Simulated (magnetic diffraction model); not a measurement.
# Solving a magnetic structure from powder neutron data: Mn₃AlSn₂

Space group P6_3/mmc (no. 194), a = 5.1990 Å, c = 7.9990 Å.

```csv
site,atom,x,y,z
4f,Sn,2/3,1/3,0.5732
6h,Mn,0.8239,0.1761,1/4
2a,Al,0,0,1/2
```

This is a made-up structure (elements placed in a structure type, unrelaxed), so the numbers test the method and describe no known phase.

Only Mn is taken to order (form factors of Mn2+); orders and moment sizes are assumed, and not adapted to the symmetry. Radiation: neutrons of λ = 2.36 Å, 5° to 90°; isotropic B of 0.35 Å² (Sn), 0.49 Å² (Mn) and 0.56 Å² (Al). Simulated constant-wavelength pattern: nuclear and magnetic terms add, the magnetic one as |2.695 fm × Σ f S⊥ exp(2πi Q·r) exp(−B s²)|², summed over all Q at one angle with the factor 1/(sin²θ cos θ). For collinear order S is the moment m, which repeats by lattice and centring translations R with the sign exp(−2πi k·R). Free-ion form factors, Sears's scattering lengths of 1992, no absorption; a label names one of the reflections at its angle. The strongest nuclear line in the range is 100, and lines under 0.2 are left out.

Above the ordering temperature:

```
2θ (°)    index      I
 30.39  (1 0 0)   10.2
 34.32  (0 0 2)   88.1
 35.01  (1 0 1)   74.3
 46.49  (1 0 2)    0.4
 53.99  (1 1 0)   91.1
 61.91  (1 0 3)   18.5
 63.22  (2 0 0)    1.3
 65.56  (1 1 2)   19.2
 65.98  (2 0 1)    7.7
 72.32  (0 0 4)    6.2
 73.95  (2 0 2)   10.2
 80.43  (1 0 4)    4.2
 86.63  (2 0 3)  100.0
 87.80  (2 1 0)    9.3
```

Below it (cell unchanged):

```tsv
2θ (°)	I
17.30	1.6
27.61	5.1
29.80	0.9
30.39	10.2
34.32	88.1
35.01	74.3
36.96	2.8
41.52	2.6
46.08	0.3
46.49	0.4
48.57	2.0
51.32	1.2
53.99	91.1
57.13	0.4
60.82	1.2
61.91	18.5
62.90	0.3
63.22	1.3
65.56	19.2
65.98	7.7
68.67	0.5
70.33	0.2
72.32	6.2
73.95	10.2
75.55	0.2
76.91	0.6
80.43	4.2
85.67	0.2
86.63	100.0
87.80	9.3
89.11	0.2
```

**Question.** Check that the new lines index with k = (1/2 1/2 1/2), then choose among these models:
A. collinear moments along [001], 0.92 μB on Mn; signs + at (0.8239, 0.1761, 1/4), + at (0.3522, 0.1761, 1/4), − at (0.8239, 0.6478, 1/4), − at (0.1761, 0.8239, 3/4), − at (0.6478, 0.8239, 3/4), + at (0.1761, 0.3522, 3/4)
B. collinear moments along [100], 0.92 μB on Mn; signs + at (0.8239, 0.1761, 1/4), + at (0.3522, 0.1761, 1/4), − at (0.8239, 0.6478, 1/4), − at (0.1761, 0.8239, 3/4), − at (0.6478, 0.8239, 3/4), + at (0.1761, 0.3522, 3/4)
C. collinear moments along [001], 0.92 μB on Mn; signs + at (0.8239, 0.1761, 1/4), + at (0.3522, 0.1761, 1/4), + at (0.8239, 0.6478, 1/4), − at (0.1761, 0.8239, 3/4), − at (0.6478, 0.8239, 3/4), − at (0.1761, 0.3522, 3/4)
D. collinear moments along [100], 0.92 μB on Mn; signs + at (0.8239, 0.1761, 1/4), + at (0.3522, 0.1761, 1/4), + at (0.8239, 0.6478, 1/4), − at (0.1761, 0.8239, 3/4), − at (0.6478, 0.8239, 3/4), − at (0.1761, 0.3522, 3/4)

The new lines index as (1/2 -1/2 1/2) at 17.30°, (1/2 1/2 1/2) at 27.61°, (1/2 -1/2 3/2) at 29.80° and (1/2 1/2 3/2) at 36.96°, that is as H ± k with k = (1/2 1/2 1/2), one of 3 inequivalent arms of its star (k and −k counted as one), which a powder can't tell apart. Half indices mean that the moments reverse under translations with k·R a half-integer, and the magnetic cell has twice the primitive volume.

Magnetic intensity, observed (below minus above) and for each model:

| 2θ (°) | index | observed | A | B | C | D |
| --- | --- | --- | --- | --- | --- | --- |
| 17.30 | (1/2 -1/2 1/2) | 1.6 | 2.9 | 1.6 | 15.4 | 8.7 |
| 27.61 | (1/2 1/2 1/2) | 5.1 | 6.0 | 5.1 | 1.7 | 1.4 |
| 29.80 | (1/2 -1/2 3/2) | 0.9 | 0.3 | 0.9 | 1.5 | 4.8 |
| 36.96 | (1/2 1/2 3/2) | 2.8 | 1.6 | 2.8 | 0.5 | 0.8 |
| 41.52 | (1/2 -3/2 1/2) | 2.6 | 4.5 | 2.6 | 0.6 | 0.3 |
| 46.08 | (1/2 -1/2 5/2) | 0.3 | <0.2 | 0.3 | 0.2 | 1.8 |
| 48.57 | (3/2 -1/2 3/2) | 2.0 | 2.2 | 2.0 | 0.3 | 0.3 |
| 57.13 | (3/2 1/2 1/2) | 0.4 | 0.4 | 0.4 | 1.7 | 1.2 |

Model B matches.

The structure used: k = (1/2 1/2 1/2), collinear moments along [100], 0.92 μB on Mn; signs + at (0.8239, 0.1761, 1/4), + at (0.3522, 0.1761, 1/4), − at (0.8239, 0.6478, 1/4), − at (0.1761, 0.8239, 3/4), − at (0.6478, 0.8239, 3/4), + at (0.1761, 0.3522, 3/4).

[Logs are printed without paths, hosts, clocks, repeated set-up lines and the standing remarks that a program may print on its own settings, such as how far it seeks lower states.]
